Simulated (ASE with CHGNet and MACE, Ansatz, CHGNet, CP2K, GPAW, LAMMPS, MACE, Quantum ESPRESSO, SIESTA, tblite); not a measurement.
# Glassy 68GeO2-32ZnO (mol %) (91 atoms) in machine-learned potentials

Aim: run glassy 68GeO2-32ZnO (mol %) (91 atoms) in machine-learned potentials and see how near its forces come to a plane-wave reference, and at what cost.

Program: ASE with CHGNet and MACE. Level of theory: the method is named at each step. Results are calculated unless marked as measured.

## Step 1: Set-up

The cell holds 91 atoms: 23 Ge, 11 Zn and 57 O. Cell: a = 10.977 Å, b = 10.977 Å, c = 10.977 Å, α = 90.0°, β = 90.0°, γ = 90.0°. 91 atoms (23 Ge, 11 Zn, 57 O) placed at random at 4 g/cm³, melted at 4000 K for 10 ps at fixed volume with the Morse and Coulomb pair potential with partial charges (Pedone, Malavasi, Menziani, Cormack and Segre, J. Phys. Chem. B 110, 11780 (2006)). Quenched from 4000 K to 300 K at 50 K/ps and fixed volume, held 10 ps at zero pressure, then minimised at fixed cell.

The yardstick, on the same geometry:

| Property | Result |
| --- | --- |
| method | Kohn-Sham DFT, PBE, SSSP efficiency 1.3.0 pseudopotentials, plane waves (Quantum ESPRESSO 7.5); sssp-pbe-1.3.0-efficiency, cutoffs 60/480 Ry, Γ point |
| r.m.s. force component | 0.8916 eV/Å |
| longest force | 2.508 eV/Å |
| pressure | 6.047 GPa |
| gap (highest filled to lowest empty level) | 1.253 eV |
| time | 4.5 min on 4 MPI ranks of Arm Neoverse V2, shared host |
| CPU time | 18 min |

## Step 2: CHGNet r2SCAN potential

Method: machine-learned interatomic potential CHGNet r2SCAN, trained on r2SCAN plane-wave data.

Contents of run.py:

```python
import numpy as np
from ase.io import read
import mlip  # loads the published weights by name

atoms = read("structure.xyz")
atoms.calc = mlip.calc("chgnet-r2scan")
energy = atoms.get_potential_energy()
forces = atoms.get_forces()
print(f"energy {energy:.6f} eV")
print("forces (eV/A)")
for i, (a, f) in enumerate(zip(atoms, forces)):
    print(f"{i:4d} {a.symbol:2s} {f[0]:10.5f} {f[1]:10.5f} {f[2]:10.5f}")
stress = -atoms.get_stress(voigt=False) * 160.21766
print("stress (GPa, compression positive)")
for row in stress:
    print(" ".join(f"{x:10.4f}" for x in row))
```

Contents of structure.xyz:

```xyz
91
Lattice="10.97741 0.00000 0.00000 0.00000 10.97741 0.00000 0.00000 0.00000 10.97741" Properties=species:S:1:pos:R:3 pbc="T T T"
Ge 8.89521 8.89434 3.66020
Ge 8.52429 1.20367 4.62522
Ge 9.06910 5.49277 1.51027
Ge 8.65613 6.42519 6.06129
Ge 7.66937 9.13727 0.49508
Ge 1.93444 8.29541 6.53375
Ge 1.02452 7.58550 3.39301
Ge 5.51428 6.01628 6.15646
Ge 9.01278 0.87358 7.98804
Ge 10.70232 8.11121 0.10966
Ge 0.98380 0.15939 1.07864
Ge 5.85568 5.73065 1.70413
Ge 1.56977 4.30325 2.78376
Ge 4.92930 9.31631 5.48969
Ge 6.77383 2.91011 9.08622
Ge 2.41931 6.94672 9.35144
Ge 9.73784 2.50614 1.78833
Ge 4.80514 9.22135 10.29934
Ge 1.89174 3.82947 8.89478
Ge 1.04121 0.24886 7.18779
Ge 6.57031 1.35176 1.01069
Ge 4.09886 8.53241 2.47167
Ge 3.20837 0.97084 9.55166
Zn 5.66390 1.55341 6.05459
Zn 5.39726 2.76499 3.51497
Zn 7.50405 4.22136 4.19041
Zn 3.73320 0.65359 3.27807
Zn 8.19519 8.59608 8.74318
Zn 3.20255 3.42759 5.62548
Zn 0.63076 4.37966 5.93856
Zn 9.35747 3.83013 9.66166
Zn 0.82429 1.70655 3.94473
Zn 3.66404 4.16417 0.05983
Zn 6.18390 5.98258 9.54442
O 2.54039 5.26356 9.69119
O 5.45303 7.66574 5.55545
O 10.54973 8.50178 3.28148
O 5.85085 2.52305 7.73984
O 10.01074 5.40363 6.05229
O 5.33601 6.12858 7.83930
O 7.11391 2.24938 4.54728
O 5.15642 5.39485 0.17180
O 2.45038 0.70585 8.04501
O 4.16219 1.91841 4.76672
O 2.02105 3.78951 7.20612
O 0.96349 7.52084 10.07595
O 2.11491 0.47455 10.79870
O 8.36402 2.17484 8.91201
O 0.94461 0.81518 5.61879
O 1.07118 5.92352 2.99398
O 0.41517 9.52718 0.79334
O 7.99990 2.01414 1.70347
O 2.43556 8.18476 2.59078
O 10.16245 6.71071 0.98830
O 3.40783 9.15121 6.27897
O 10.70737 0.76392 8.16269
[... 31 atom lines left out ...]
O 7.07483 10.73832 0.57368
O 4.45771 9.32443 1.00926
O 4.41621 4.94774 5.45072
O 8.83956 1.24648 6.31267
```

Launch:

```
OMP_NUM_THREADS=1 python run.py > output.txt
```

Log:

```text
CHGNet vr2scan initialized with 412,525 parameters
CHGNet will run on cpu
energy -904.599304 eV
forces (eV/A)
   0 Ge    0.36307   -0.40888    0.30042
   1 Ge    0.28187   -0.51344    0.29126
   2 Ge   -0.52318    0.18619    0.77706
   3 Ge    0.12790    0.61835   -0.10907
   4 Ge   -0.08704    0.67662    1.53533
   5 Ge    0.61697    1.12793   -0.49833
   6 Ge    0.07646   -0.05168    0.24794
   7 Ge   -0.15315    0.73656    0.20573
   8 Ge    0.15840   -0.93016   -0.91194
   9 Ge    0.47695   -0.18220    0.69993
  10 Ge   -0.03729    0.30319   -0.17232
  11 Ge    0.39848    0.45105    0.27712
  12 Ge   -0.04391    0.64516   -0.94453
  13 Ge   -0.28443   -1.26192    0.52388
  14 Ge   -0.59104   -0.43738   -0.28207
  15 Ge   -0.19104    1.14375    0.18248
  16 Ge   -0.09977   -0.02153    0.39788
  17 Ge   -0.77464   -0.27610    0.47674
  18 Ge   -1.25674   -0.31385   -0.06470
  19 Ge   -0.32107   -0.09028   -0.37411
  20 Ge    0.82465    0.08557   -0.23689
  21 Ge    0.01649   -1.09584   -0.03991
  22 Ge   -1.29668   -0.89531    0.27396
  23 Zn    0.19530   -0.36947    0.54294
[...]
83 O     0.08806   -0.00983    0.53168
  84 O     0.85136    0.95714    0.29614
  85 O    -0.05396    1.29494   -0.52486
  86 O    -0.39213    0.19559   -1.09006
  87 O     0.04235   -0.31593   -0.54739
  88 O     0.00107    0.96409   -0.12798
  89 O    -0.70730   -1.11229   -0.68552
  90 O    -0.11295    0.49068   -0.60229
stress (GPa, compression positive)
    1.6117     0.3773     0.5146
    0.3773     1.3819     0.1152
    0.5146     0.1152     2.4774
```

Run time: 3.5 s. Hardware: 1 thread of Arm Neoverse V2, shared host; peak memory 1.1 GiB.

Banners, paths, timers and routine set-up lines are dropped from the logs unmarked, and long logs keep their key lines alone; longer cuts are marked.

Numbers from this run, and their distance from the reference:

```
r.m.s. force component                  : 0.618 eV/Å
r.m.s. difference of force components   : 314.4 meV/Å
longest difference of force vectors     : 957.4 meV/Å
force difference over r.m.s. force      : 35.26 %
slope of forces against the reference's : 0.6781
correlation of force components         : 0.9782
pressure                                : 1.824 GPa
pressure difference                     : -4.223 GPa
```

Length of the force difference by element (eV/Å):

```csv
element,atoms,mean,most
Ge,23,0.52,0.96
O,57,0.52,0.89
Zn,11,0.46,0.91
```

A closer look about Zn28, one of the 11 Zn atoms: 10 atoms, nearest first, numbered in the order of the input, with positions taken from that point.

| atom | x | y | z | distance (Å) | bonds | Fx | Fy | Fz (eV/Å) |
| --- | --- | --- | --- | --- | --- | --- | --- | --- |
| Zn28 | 0.00 | 0.00 | 0.00 | 0.00 | 4 | 0.34 | 0.12 | -1.26 |
| O79 | 0.23 | -1.45 | -1.17 | 1.87 | 2 | -0.26 | 0.59 | 1.43 |
| O78 | 0.03 | 1.85 | -0.30 | 1.88 | 2 | -0.80 | -1.21 | 0.50 |
| O87 | 0.90 | 0.06 | 1.84 | 2.05 | 3 | -0.39 | 0.20 | -1.09 |
| O58 | -1.77 | -0.08 | 1.60 | 2.39 | 3 | 0.59 | -0.86 | -0.61 |
| Ge5 | -0.53 | 0.54 | 2.73 | 2.83 | 4 | -0.09 | 0.68 | 1.54 |
| Zn34 | -2.01 | -2.61 | 0.80 | 3.39 | 3 | -0.33 | -0.44 | -0.61 |
| Ge9 | 0.82 | 3.25 | -0.76 | 3.44 | 4 | 0.16 | -0.93 | -0.91 |
| Ge10 | 2.51 | -0.48 | 2.34 | 3.47 | 4 | 0.48 | -0.18 | 0.70 |
| Ge4 | 0.46 | -2.17 | -2.68 | 3.48 | 4 | 0.13 | 0.62 | -0.11 |

Atoms are counted from 1 here, from 0 in the log.

Forces lie 35 % from the reference's, at 0.0032 times its CPU time (on 1 against 4 cores).

## Step 3: MACE MP-0b2 small potential

Method: machine-learned interatomic potential MACE MP-0b2 small, trained on PBE(+U) plane-wave data.

run.py: that of step 2 with these lines changed.

```diff
@@ -5,3 +5,3 @@
 atoms = read("structure.xyz")
-atoms.calc = mlip.calc("chgnet-r2scan")
+atoms.calc = mlip.calc("mace-mp-0b2-small")
 energy = atoms.get_potential_energy()
```

structure.xyz is that of step 2.

Log:

```text
energy -529.099847 eV
forces (eV/A)
   0 Ge    0.27595   -0.40370    0.40854
   1 Ge    0.39360   -0.91409    0.18321
   2 Ge   -0.75809    0.17908    1.15231
   3 Ge    0.53397    0.86468   -0.00668
   4 Ge   -0.13017    1.06148    2.28318
   5 Ge    0.98359    1.59204   -0.63034
   6 Ge    0.22496    0.06104    0.62230
   7 Ge   -0.46052    0.69697    0.59961
   8 Ge    0.31655   -1.27426   -1.10654
   9 Ge    0.67569   -0.04154    0.88406
  10 Ge    0.28899    0.56736   -0.29889
  11 Ge    0.45948    0.38005    0.59684
  12 Ge   -0.05765    0.91028   -1.47294
  13 Ge   -0.50296   -1.40450    0.77776
  14 Ge   -0.86783   -0.84171   -0.81624
  15 Ge   -0.09495    1.54755   -0.08017
  16 Ge   -0.25077    0.09792    0.45681
  17 Ge   -1.27502   -0.17545    0.86219
  18 Ge   -1.94410   -0.50398   -0.30830
  19 Ge   -0.32444   -0.18238   -0.64586
  20 Ge    1.16965   -0.15489   -0.22520
  21 Ge    0.16083   -1.39318   -0.20387
  22 Ge   -1.59651   -1.13311    0.44840
  23 Zn    0.31744   -0.46544    0.93933
[...]
83 O     0.28462   -0.18873    0.85967
  84 O     1.22832    1.37201    0.30715
  85 O    -0.01845    1.73217   -1.06738
  86 O    -0.42374    0.19154   -1.63316
  87 O    -0.15002   -0.16019   -0.75125
  88 O    -0.06818    1.52019    0.29147
  89 O    -0.90721   -1.24426   -0.99915
  90 O    -0.10524    0.78521   -0.64905
stress (GPa, compression positive)
    6.1976     0.5024     0.8286
    0.5024     5.5457     0.2655
    0.8286     0.2655     7.5905
```

It took 5.5 s on 1 thread; peak memory 0.67 GiB.

Against the reference:

```yaml
r_m_s_force_component: 0.8675 eV/Å
r_m_s_difference_of_force_components: 112.4 meV/Å
longest_difference_of_force_vectors: 450.7 meV/Å
force_difference_over_r_m_s_force: 12.61 %
slope_of_forces_against_the_reference_s: 0.9654
correlation_of_force_components: 0.9922
pressure: 6.445 GPa
pressure_difference: 0.3976 GPa
```

Against the first run (35 %), the force difference from the reference is 13 %, at 1.6 times the CPU time.

## Step 4: MACE MP-0b3 medium potential

Method: machine-learned interatomic potential MACE MP-0b3 medium, trained on PBE(+U) plane-wave data.

run.py: that of step 3 with these lines changed.

```diff
@@ -5,3 +5,3 @@
 atoms = read("structure.xyz")
-atoms.calc = mlip.calc("mace-mp-0b2-small")
+atoms.calc = mlip.calc("mace-mp-0b3-medium")
 energy = atoms.get_potential_energy()
```

structure.xyz is that of step 3.

Log:

```text
energy -529.139960 eV
forces (eV/A)
   0 Ge    0.31036   -0.51740    0.35411
   1 Ge    0.27049   -0.60740    0.33604
   2 Ge   -0.79414    0.12775    1.17913
   3 Ge    0.31245    0.85869    0.14301
   4 Ge   -0.02321    0.96315    2.07888
   5 Ge    0.86137    1.54603   -0.61670
   6 Ge    0.36800    0.02161    0.70809
   7 Ge   -0.49154    0.59921    0.59408
   8 Ge    0.25797   -1.27966   -0.97180
   9 Ge    0.48353   -0.15502    0.66694
  10 Ge    0.15524    0.78058   -0.20607
  11 Ge    0.35460    0.32475    0.56431
  12 Ge    0.05792    0.82555   -1.29663
  13 Ge   -0.37376   -1.34086    0.87762
  14 Ge   -0.85857   -0.78804   -0.78120
  15 Ge   -0.24686    1.37395   -0.10933
  16 Ge   -0.18715    0.06033    0.40084
  17 Ge   -1.26189   -0.11443    0.89797
  18 Ge   -1.92210   -0.47330   -0.31399
  19 Ge   -0.40614   -0.11937   -0.64050
  20 Ge    1.07309   -0.00102   -0.24684
  21 Ge    0.13363   -1.48205   -0.27997
  22 Ge   -1.63438   -1.11749    0.37576
  23 Zn    0.28200   -0.37641    0.82380
[...]
83 O     0.28386   -0.18884    0.88505
  84 O     1.29462    1.33510    0.36166
  85 O    -0.03685    1.75997   -0.98626
  86 O    -0.41965    0.20322   -1.75271
  87 O    -0.08544   -0.27526   -0.78596
  88 O    -0.12156    1.55415    0.25601
  89 O    -0.82313   -1.11587   -0.95871
  90 O    -0.12741    0.73423   -0.73782
stress (GPa, compression positive)
    5.8376     0.5670     0.7564
    0.5670     5.3780     0.1682
    0.7564     0.1682     7.3033
```

The job ended after 7.1 s (1 thread; peak memory 1 GiB).

Against the reference:

* r.m.s. force component: 0.8421 eV/Å
* r.m.s. difference of force components: 100.5 meV/Å
* longest difference of force vectors: 423.4 meV/Å
* force difference over r.m.s. force: 11.27 %
* slope of forces against the reference's: 0.9397
* correlation of force components: 0.9949
* pressure: 6.173 GPa
* pressure difference: 0.126 GPa

Against the first run (35 %), the force difference from the reference is 11 %, at 2.0 times the CPU time.

## Step 5: All runs compared

Differences are against the plane-wave reference, forces as r.m.s. over components; share is that over the reference's r.m.s. force, slope the least-squares factor from reference forces to these. Total energies of different programs have different zeros and aren't compared.

```csv
run,"Δ force, r.m.s. (meV/Å)",share (%),slope,Δ pressure (GPa),cores,CPU time,memory (GiB)
reference,-,-,-,-,4,18 min,4.4
CHGNet r2SCAN potential,314,35.3,0.678,-4.22,1,3.5 s,1.1
MACE MP-0b2 small potential,112,12.6,0.965,0.398,1,5.5 s,0.67
MACE MP-0b3 medium potential,101,11.3,0.940,0.126,1,7.1 s,1.0
```

Times of the machine-learned potentials are mostly Python's start and the loading of weights.

CPU time is summed over cores on a shared host, where runs went side by side, so it is rough. Symmetry, cutoffs, thresholds, outputs and thread counts weren't matched or tuned between programs; memory under MPI is the largest rank's times the ranks.

## Step 6: What came out

```
nearest in forces : MACE MP-0b3 medium potential, 11 %
its CPU time      : 7.1 s
```

What this shows: Machine-learned potentials differ by 11 % (MACE MP-0b3 medium potential) to 35 % (CHGNet r2SCAN potential); they were trained on other programs' data, some at another functional. The reference's pressure holds the uncorrected Pulay stress of its 60 Ry basis, so small pressure differences, and their order, may be the reference's own error. Machine-learned potentials mimic data converged in k, so the reference's own k-point error enters their differences. The quench rate of 50 K/ps is many orders above laboratory rates, so the cell is likely richer in defects and strain than a real sample. The network of bonds at the start is that of the classical potential that made the cell, and needn't be the one that DFT or experiment would give. The reference's pressure of 6.0 GPa belongs to a cell and atoms that aren't relaxed at this level. The electronic-structure runs sample only Γ, in a cell whose shortest periodic width is 11 Å.

[Also dropped from logs without a mark: logging warnings of Python, and SIESTA's first energy breakdown and zero terms.]

[Logs are printed without paths, hosts, clocks, repeated set-up lines and the standing remarks that a program may print on its own settings, such as how far it seeks lower states.]

[Hosts, paths, dates, database ids (printed as entryN), source tags and the programs' standing remarks are cut or masked in the printed files.]
